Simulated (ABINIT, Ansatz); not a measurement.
# TiPbS3 (Pm-3m): zone-centre phonons, part 3 of 4

Which modes does TiPbS3 (Pm-3m) have at the zone centre?

ABINIT 10.8.3; DFT PBE, scalar-relativistic, plane waves, PseudoDojo norm-conserving pseudopotentials.

So far. Step 4 (Zone-centre response): The acoustic modes at Γ come out as far as 1.6 cm⁻¹ from zero, where they should vanish, a small numerical error. The lowest optical mode is imaginary, 105i cm⁻¹, an instability at this level and on this k mesh. The relaxed cell has a = 4.772 Å (conventional setting).

The structure was built from a prototype and need not be the compound's stable phase.

## 5. Zone-centre analysis

anaddb reads the merged derivatives and imposes the acoustic sum rule.

Input file anaddb.abi:

```
ddb_filepath "gamma_DDB"
output_file "anaddb.abo"
outdata_prefix "anaddb"
asr 1
chneut 1
enunit 2
eivec 1
nph1l 1
qph1l 0.0 0.0 0.0 1.0
```

Input file mrgddb.in:

```
gamma_DDB
merged
2
dfpt_gammao_DDB
gso_DDB
```

The run is started by

```console
> mrgddb < mrgddb.in > mrgddb.log
> OMP_NUM_THREADS=1 anaddb anaddb.abi > anaddb.log
```

anaddb.abo, the main output file:

```text
-outvars_anaddb: echo values of input variables ----------------------

 Miscellaneous information :
      enunit         2
       eivec         1
         asr         1
 First list of wavevector (reduced coord.) :
       nph1l         1
       qph1l
                     0.00000000E+00  0.00000000E+00  0.00000000E+00    1.000E+00

================================================================================

 read the DDB information and perform some checks

  ==== Info on the Cryst% object ====
 Real(R)+Recip(G) space primitive vectors, cartesian coordinates (Bohr,Bohr^-1):
 R(1)=  9.0172028  0.0000000  0.0000000  G(1)=  0.1108991  0.0000000  0.0000000
 R(2)=  0.0000000  9.0172028  0.0000000  G(2)=  0.0000000  0.1108991  0.0000000
 R(3)=  0.0000000  0.0000000  9.0172028  G(3)=  0.0000000  0.0000000  0.1108991
 Unit cell volume ucvol=  7.3318828E+02 bohr^3
 Angles (23,13,12)=  9.00000000E+01  9.00000000E+01  9.00000000E+01 degrees
 Time-reversal symmetry is present
 Reduced atomic positions [iatom, xred, symbol]:
    1)    0.0000000  0.0000000  0.0000000  Pb
    2)    0.5000000  0.5000000  0.5000000  Ti
    3)    0.5000000  0.5000000  0.0000000   S
    4)    0.5000000  0.0000000  0.5000000   S
    5)    0.0000000  0.5000000  0.5000000   S

 DDB file with 3 blocks has been read.

================================================================================

 Treat the first list of vectors

  Phonon wavevector (reduced coordinates) :  0.00000  0.00000  0.00000
 Phonon energies in Hartree :
  -4.760375E-04 -4.760375E-04 -4.760375E-04 -1.716471E-04 -1.716471E-04
  -1.716471E-04 -1.381781E-04 -1.381781E-04 -1.381781E-04  8.774323E-08
   8.776928E-08  8.784737E-08  1.473360E-03  1.473360E-03  1.473360E-03
 Phonon energies in meV     :
- -1.295364E+01 -1.295364E+01 -1.295364E+01 -4.670756E+00 -4.670756E+00
- -4.670756E+00 -3.760016E+00 -3.760016E+00 -3.760016E+00  2.387615E-03
-  2.388324E-03  2.390449E-03  4.009217E+01  4.009217E+01  4.009217E+01
 Phonon frequencies in cm-1    :
- -1.044782E+02 -1.044782E+02 -1.044782E+02 -3.767219E+01 -3.767219E+01
- -3.767219E+01 -3.032658E+01 -3.032658E+01 -3.032658E+01  1.925741E-02
-  1.926313E-02  1.928027E-02  3.233652E+02  3.233652E+02  3.233652E+02
 Phonon frequencies in Thz     :
- -3.132177E+00 -3.132177E+00 -3.132177E+00 -1.129384E+00 -1.129384E+00
- -1.129384E+00 -9.091679E-01 -9.091679E-01 -9.091679E-01  5.773227E-04
-  5.774941E-04  5.780079E-04  9.694244E+00  9.694244E+00  9.694244E+00
 Phonon energies in Kelvin  :
- -1.503208E+02 -1.503208E+02 -1.503208E+02 -5.420187E+01 -5.420187E+01
- -5.420187E+01 -4.363318E+01 -4.363318E+01 -4.363318E+01  2.770712E-02
-  2.771535E-02  2.774001E-02  4.652503E+02  4.652503E+02  4.652503E+02

 Eigendisplacements
 (will be given, for each mode : in cartesian coordinates
   for each atom the real part of the displacement vector,
   then the imaginary part of the displacement vector - absolute values smaller than 1.0d-7 are set to zero)
  Mode number    1   Energy   -4.760375E-04
 Attention : low frequency mode.
   (Could be unstable or acoustic mode)
-  1  0.00000000E+00  0.00000000E+00 -7.46569029E-04
-     0.00000000E+00  0.00000000E+00  0.00000000E+00
-  2  0.00000000E+00  0.00000000E+00 -7.15764298E-04
-     0.00000000E+00  0.00000000E+00  0.00000000E+00
-  3  0.00000000E+00  0.00000000E+00  1.08410860E-03
-     0.00000000E+00  0.00000000E+00  0.00000000E+00
-  4  0.00000000E+00  0.00000000E+00  2.40479257E-03
-     0.00000000E+00  0.00000000E+00  0.00000000E+00
-  5  0.00000000E+00  0.00000000E+00  2.40479257E-03
-     0.00000000E+00  0.00000000E+00  0.00000000E+00
  Mode number    2   Energy   -4.760375E-04
 Attention : low frequency mode.
   (Could be unstable or acoustic mode)
-  1  0.00000000E+00  7.46569028E-04  0.00000000E+00
-     0.00000000E+00  0.00000000E+00  0.00000000E+00
-  2  0.00000000E+00  7.15764298E-04  0.00000000E+00
-     0.00000000E+00  0.00000000E+00  0.00000000E+00
-  3  0.00000000E+00 -2.40479257E-03  0.00000000E+00
-     0.00000000E+00  0.00000000E+00  0.00000000E+00
-  4  0.00000000E+00 -1.08410860E-03  0.00000000E+00
-     0.00000000E+00  0.00000000E+00  0.00000000E+00
-  5  0.00000000E+00 -2.40479257E-03  0.00000000E+00
-     0.00000000E+00  0.00000000E+00  0.00000000E+00
  Mode number    3   Energy   -4.760375E-04
 Attention : low frequency mode.
   (Could be unstable or acoustic mode)
-  1  7.46569028E-04  0.00000000E+00  0.00000000E+00
-     0.00000000E+00  0.00000000E+00  0.00000000E+00
-  2  7.15764298E-04  0.00000000E+00  0.00000000E+00
-     0.00000000E+00  0.00000000E+00  0.00000000E+00
-  3 -2.40479257E-03  0.00000000E+00  0.00000000E+00
-     0.00000000E+00  0.00000000E+00  0.00000000E+00
-  4 -2.40479257E-03  0.00000000E+00  0.00000000E+00
-     0.00000000E+00  0.00000000E+00  0.00000000E+00
-  5 -1.08410860E-03  0.00000000E+00  0.00000000E+00
-     0.00000000E+00  0.00000000E+00  0.00000000E+00
  Mode number    4   Energy   -1.716471E-04
 Attention : low frequency mode.
   (Could be unstable or acoustic mode)
-  1  0.00000000E+00  0.00000000E+00 -7.27399272E-04
-     0.00000000E+00  0.00000000E+00  0.00000000E+00
-  2  0.00000000E+00  0.00000000E+00  2.90282757E-03
-     0.00000000E+00  0.00000000E+00  0.00000000E+00
-  3  0.00000000E+00  0.00000000E+00  9.61878641E-04
-     0.00000000E+00  0.00000000E+00  0.00000000E+00
-  4  0.00000000E+00  0.00000000E+00 -3.01355811E-04
-     0.00000000E+00  0.00000000E+00  0.00000000E+00
-  5  0.00000000E+00  0.00000000E+00 -3.01355811E-04
-     0.00000000E+00  0.00000000E+00  0.00000000E+00
  Mode number    5   Energy   -1.716471E-04
 Attention : low frequency mode.
   (Could be unstable or acoustic mode)
-  1  0.00000000E+00 -7.27399272E-04  0.00000000E+00
-     0.00000000E+00  0.00000000E+00  0.00000000E+00
-  2  0.00000000E+00  2.90282757E-03  0.00000000E+00
-     0.00000000E+00  0.00000000E+00  0.00000000E+00
-  3  0.00000000E+00 -3.01355811E-04  0.00000000E+00
-     0.00000000E+00  0.00000000E+00  0.00000000E+00
-  4  0.00000000E+00  9.61878641E-04  0.00000000E+00
-     0.00000000E+00  0.00000000E+00  0.00000000E+00
-  5  0.00000000E+00 -3.01355811E-04  0.00000000E+00
-     0.00000000E+00  0.00000000E+00  0.00000000E+00
  Mode number    6   Energy   -1.716471E-04
 Attention : low frequency mode.
   (Could be unstable or acoustic mode)
-  1  7.27399272E-04  0.00000000E+00  0.00000000E+00
-     0.00000000E+00  0.00000000E+00  0.00000000E+00
-  2 -2.90282757E-03  0.00000000E+00  0.00000000E+00
-     0.00000000E+00  0.00000000E+00  0.00000000E+00
-  3  3.01355811E-04  0.00000000E+00  0.00000000E+00
-     0.00000000E+00  0.00000000E+00  0.00000000E+00
-  4  3.01355811E-04  0.00000000E+00  0.00000000E+00
-     0.00000000E+00  0.00000000E+00  0.00000000E+00
-  5 -9.61878641E-04  0.00000000E+00  0.00000000E+00
-     0.00000000E+00  0.00000000E+00  0.00000000E+00
  Mode number    7   Energy   -1.381781E-04
 Attention : low frequency mode.
   (Could be unstable or acoustic mode)
-  1  0.00000000E+00  0.00000000E+00  0.00000000E+00
-     0.00000000E+00  0.00000000E+00  0.00000000E+00
-  2  0.00000000E+00  0.00000000E+00  0.00000000E+00
-     0.00000000E+00  0.00000000E+00  0.00000000E+00
-  3  0.00000000E+00  0.00000000E+00  0.00000000E+00
-     0.00000000E+00  0.00000000E+00  0.00000000E+00
-  4  0.00000000E+00  0.00000000E+00  2.92470830E-03
-     0.00000000E+00  0.00000000E+00  0.00000000E+00
-  5  0.00000000E+00  0.00000000E+00 -2.92470830E-03
-     0.00000000E+00  0.00000000E+00  0.00000000E+00
  Mode number    8   Energy   -1.381781E-04
 Attention : low frequency mode.
   (Could be unstable or acoustic mode)
-  1  0.00000000E+00  0.00000000E+00  0.00000000E+00
-     0.00000000E+00  0.00000000E+00  0.00000000E+00
-  2  0.00000000E+00  0.00000000E+00  0.00000000E+00
-     0.00000000E+00  0.00000000E+00  0.00000000E+00
-  3  0.00000000E+00  2.92470830E-03  0.00000000E+00
-     0.00000000E+00  0.00000000E+00  0.00000000E+00
-  4  0.00000000E+00  0.00000000E+00  0.00000000E+00
-     0.00000000E+00  0.00000000E+00  0.00000000E+00
-  5  0.00000000E+00 -2.92470830E-03  0.00000000E+00
-     0.00000000E+00  0.00000000E+00  0.00000000E+00
  Mode number    9   Energy   -1.381781E-04
 Attention : low frequency mode.
   (Could be unstable or acoustic mode)
-  1  0.00000000E+00  0.00000000E+00  0.00000000E+00
-     0.00000000E+00  0.00000000E+00  0.00000000E+00
-  2  0.00000000E+00  0.00000000E+00  0.00000000E+00
-     0.00000000E+00  0.00000000E+00  0.00000000E+00
-  3  2.92470830E-03  0.00000000E+00  0.00000000E+00
-     0.00000000E+00  0.00000000E+00  0.00000000E+00
-  4 -2.92470830E-03  0.00000000E+00  0.00000000E+00
-     0.00000000E+00  0.00000000E+00  0.00000000E+00
-  5  0.00000000E+00  0.00000000E+00  0.00000000E+00
-     0.00000000E+00  0.00000000E+00  0.00000000E+00
  Mode number   10   Energy    8.774323E-08
 Attention : low frequency mode.
   (Could be unstable or acoustic mode)
-  1  0.00000000E+00  0.00000000E+00 -1.24936171E-03
-     0.00000000E+00  0.00000000E+00  0.00000000E+00
-  2  0.00000000E+00  0.00000000E+00 -1.25112533E-03
-     0.00000000E+00  0.00000000E+00  0.00000000E+00
-  3  0.00000000E+00  0.00000000E+00 -1.25004111E-03
-     0.00000000E+00  0.00000000E+00  0.00000000E+00
-  4  0.00000000E+00  0.00000000E+00 -1.24937942E-03
-     0.00000000E+00  0.00000000E+00  0.00000000E+00
-  5  0.00000000E+00  0.00000000E+00 -1.24937942E-03
-     0.00000000E+00  0.00000000E+00  0.00000000E+00
  Mode number   11   Energy    8.776928E-08
 Attention : low frequency mode.
   (Could be unstable or acoustic mode)
-  1  0.00000000E+00  1.24936171E-03  0.00000000E+00
-     0.00000000E+00  0.00000000E+00  0.00000000E+00
-  2  0.00000000E+00  1.25112533E-03  0.00000000E+00
-     0.00000000E+00  0.00000000E+00  0.00000000E+00
-  3  0.00000000E+00  1.24937942E-03  0.00000000E+00
-     0.00000000E+00  0.00000000E+00  0.00000000E+00
-  4  0.00000000E+00  1.25004111E-03  0.00000000E+00
-     0.00000000E+00  0.00000000E+00  0.00000000E+00
-  5  0.00000000E+00  1.24937942E-03  0.00000000E+00
-     0.00000000E+00  0.00000000E+00  0.00000000E+00
  Mode number   12   Energy    8.784737E-08
 Attention : low frequency mode.
   (Could be unstable or acoustic mode)
-  1  1.24936171E-03  0.00000000E+00  0.00000000E+00
-     0.00000000E+00  0.00000000E+00  0.00000000E+00
-  2  1.25112533E-03  0.00000000E+00  0.00000000E+00
-     0.00000000E+00  0.00000000E+00  0.00000000E+00
-  3  1.24937942E-03  0.00000000E+00  0.00000000E+00
-     0.00000000E+00  0.00000000E+00  0.00000000E+00
-  4  1.24937942E-03  0.00000000E+00  0.00000000E+00
-     0.00000000E+00  0.00000000E+00  0.00000000E+00
-  5  1.25004111E-03  0.00000000E+00  0.00000000E+00
-     0.00000000E+00  0.00000000E+00  0.00000000E+00
  Mode number   13   Energy    1.473360E-03
-  1  0.00000000E+00  0.00000000E+00  1.43785086E-05
-     0.00000000E+00  0.00000000E+00  0.00000000E+00
-  2  0.00000000E+00  0.00000000E+00  9.76396730E-04
-     0.00000000E+00  0.00000000E+00  0.00000000E+00
-  3  0.00000000E+00  0.00000000E+00 -3.66670595E-03
-     0.00000000E+00  0.00000000E+00  0.00000000E+00
-  4  0.00000000E+00  0.00000000E+00  1.05788801E-03
-     0.00000000E+00  0.00000000E+00  0.00000000E+00
-  5  0.00000000E+00  0.00000000E+00  1.05788801E-03
-     0.00000000E+00  0.00000000E+00  0.00000000E+00
  Mode number   14   Energy    1.473360E-03
-  1  0.00000000E+00  1.43785086E-05  0.00000000E+00
-     0.00000000E+00  0.00000000E+00  0.00000000E+00
-  2  0.00000000E+00  9.76396730E-04  0.00000000E+00
-     0.00000000E+00  0.00000000E+00  0.00000000E+00
-  3  0.00000000E+00  1.05788801E-03  0.00000000E+00
-     0.00000000E+00  0.00000000E+00  0.00000000E+00
-  4  0.00000000E+00 -3.66670595E-03  0.00000000E+00
-     0.00000000E+00  0.00000000E+00  0.00000000E+00
-  5  0.00000000E+00  1.05788801E-03  0.00000000E+00
-     0.00000000E+00  0.00000000E+00  0.00000000E+00
  Mode number   15   Energy    1.473360E-03
-  1  1.43785086E-05  0.00000000E+00  0.00000000E+00
-     0.00000000E+00  0.00000000E+00  0.00000000E+00
-  2  9.76396730E-04  0.00000000E+00  0.00000000E+00
-     0.00000000E+00  0.00000000E+00  0.00000000E+00
-  3  1.05788801E-03  0.00000000E+00  0.00000000E+00
-     0.00000000E+00  0.00000000E+00  0.00000000E+00
-  4  1.05788801E-03  0.00000000E+00  0.00000000E+00
-     0.00000000E+00  0.00000000E+00  0.00000000E+00
-  5 -3.66670595E-03  0.00000000E+00  0.00000000E+00
-     0.00000000E+00  0.00000000E+00  0.00000000E+00

 Analysis of degeneracies and characters (maximum tolerance=1.00E-06 a.u.)
 For each vibration mode, or group of modes if degenerate,
 the characters are given for each symmetry operation (see the list in the log file).
 Symmetry characters of vibration mode #   1
       degenerate with vibration modes #   2 to    3
  3.0 -3.0 -1.0  1.0 -1.0  1.0 -1.0  1.0  1.0 -1.0 -1.0  1.0  1.0 -1.0 -1.0  1.0
 -0.0  0.0  0.0 -0.0  0.0 -0.0  0.0 -0.0  1.0 -1.0 -1.0  1.0 -1.0  1.0  1.0 -1.0
 -0.0  0.0  0.0 -0.0  0.0 -0.0  0.0 -0.0  1.0 -1.0  1.0 -1.0 -1.0  1.0 -1.0  1.0
 Symmetry characters of vibration mode #   4
       degenerate with vibration modes #   5 to    6
  3.0 -3.0 -1.0  1.0 -1.0  1.0 -1.0  1.0  1.0 -1.0 -1.0  1.0  1.0 -1.0 -1.0  1.0
 -0.0  0.0  0.0 -0.0 -0.0  0.0  0.0 -0.0  1.0 -1.0 -1.0  1.0 -1.0  1.0  1.0 -1.0
 -0.0  0.0 -0.0  0.0  0.0 -0.0  0.0 -0.0  1.0 -1.0  1.0 -1.0 -1.0  1.0 -1.0  1.0
 Symmetry characters of vibration mode #   7
       degenerate with vibration modes #   8 to    9
  3.0 -3.0 -1.0  1.0 -1.0  1.0 -1.0  1.0 -1.0  1.0  1.0 -1.0 -1.0  1.0  1.0 -1.0
 -0.0  0.0 -0.0  0.0  0.0 -0.0  0.0 -0.0 -1.0  1.0  1.0 -1.0  1.0 -1.0 -1.0  1.0
 -0.0  0.0  0.0 -0.0  0.0 -0.0 -0.0  0.0 -1.0  1.0 -1.0  1.0  1.0 -1.0  1.0 -1.0
 Symmetry characters of vibration mode #  10
       degenerate with vibration modes #  11 to   12
  3.0 -3.0 -1.0  1.0 -1.0  1.0 -1.0  1.0  1.0 -1.0 -1.0  1.0  1.0 -1.0 -1.0  1.0
  0.0 -0.0  0.0 -0.0 -0.0  0.0 -0.0  0.0  1.0 -1.0 -1.0  1.0 -1.0  1.0  1.0 -1.0
  0.0 -0.0 -0.0  0.0 -0.0  0.0  0.0 -0.0  1.0 -1.0  1.0 -1.0 -1.0  1.0 -1.0  1.0
 Symmetry characters of vibration mode #  13
       degenerate with vibration modes #  14 to   15
  3.0 -3.0 -1.0  1.0 -1.0  1.0 -1.0  1.0  1.0 -1.0 -1.0  1.0  1.0 -1.0 -1.0  1.0
  0.0 -0.0 -0.0  0.0  0.0 -0.0  0.0 -0.0  1.0 -1.0 -1.0  1.0 -1.0  1.0  1.0 -1.0
  0.0 -0.0  0.0 -0.0  0.0 -0.0 -0.0  0.0  1.0 -1.0  1.0 -1.0 -1.0  1.0 -1.0  1.0
-
```

The job ended after 0.65 s (1 thread of Intel Xeon 6975P-C (Granite Rapids), shared host).

Numbers from this step:

```yaml
highest_optical_zone_centre_mode_no_lo_to_term: 323.4 cm⁻¹
lowest_optical_zone_centre_mode: -104.5 cm⁻¹
```

No LO-TO term; unit eigenvectors of the mass-weighted matrix, from anaddb's displacements. The modes at Γ (shares of kinetic energy by element, %) (negative means imaginary):

```tsv
mode	frequency (cm⁻¹)	symmetry	Pb %	Ti %	S %
1	-104.5	T1u	21	4	74
2	-104.5	T1u	21	4	74
3	-104.5	T1u	21	4	74
4	-37.7	T1u	20	74	6
5	-37.7	T1u	20	74	6
6	-37.7	T1u	20	74	6
7	-30.3	T2u	0	0	100
8	-30.3	T2u	0	0	100
9	-30.3	T2u	0	0	100
10	0.0	acoustic	59	14	27
11	0.0	acoustic	59	14	27
12	0.0	acoustic	59	14	27
13	323.4	T1u	0	8	92
14	323.4	T1u	0	8	92
15	323.4	T1u	0	8	92
```

Displacements in mode 1 (-104.5 cm⁻¹), the largest set to 1:
```
Pb1  0.00  0.00 -0.31
Ti2  0.00  0.00 -0.30
S3   0.00  0.00  0.45
S4   0.00  0.00  1.00
S5   0.00  0.00  1.00
```

Displacements in mode 13 (323.4 cm⁻¹), the largest set to 1:
```
Pb1  0.00  0.00  0.00
Ti2  0.00  0.00  0.27
S3   0.00  0.00 -1.00
S4   0.00  0.00  0.29
S5   0.00  0.00  0.29
```

The rule also moves an optical mode by 1.1 cm⁻¹.

(Continued in part 4 of 4.)

[Host names and launcher messages were left out of these logs when they were recorded.]

[Logs are printed without paths, hosts, clocks, repeated set-up lines and the standing remarks that a program may print on its own settings, such as how far it seeks lower states.]

[Hosts, paths, dates, database ids (printed as entryN), source tags and the programs' standing remarks are cut or masked in the printed files.]
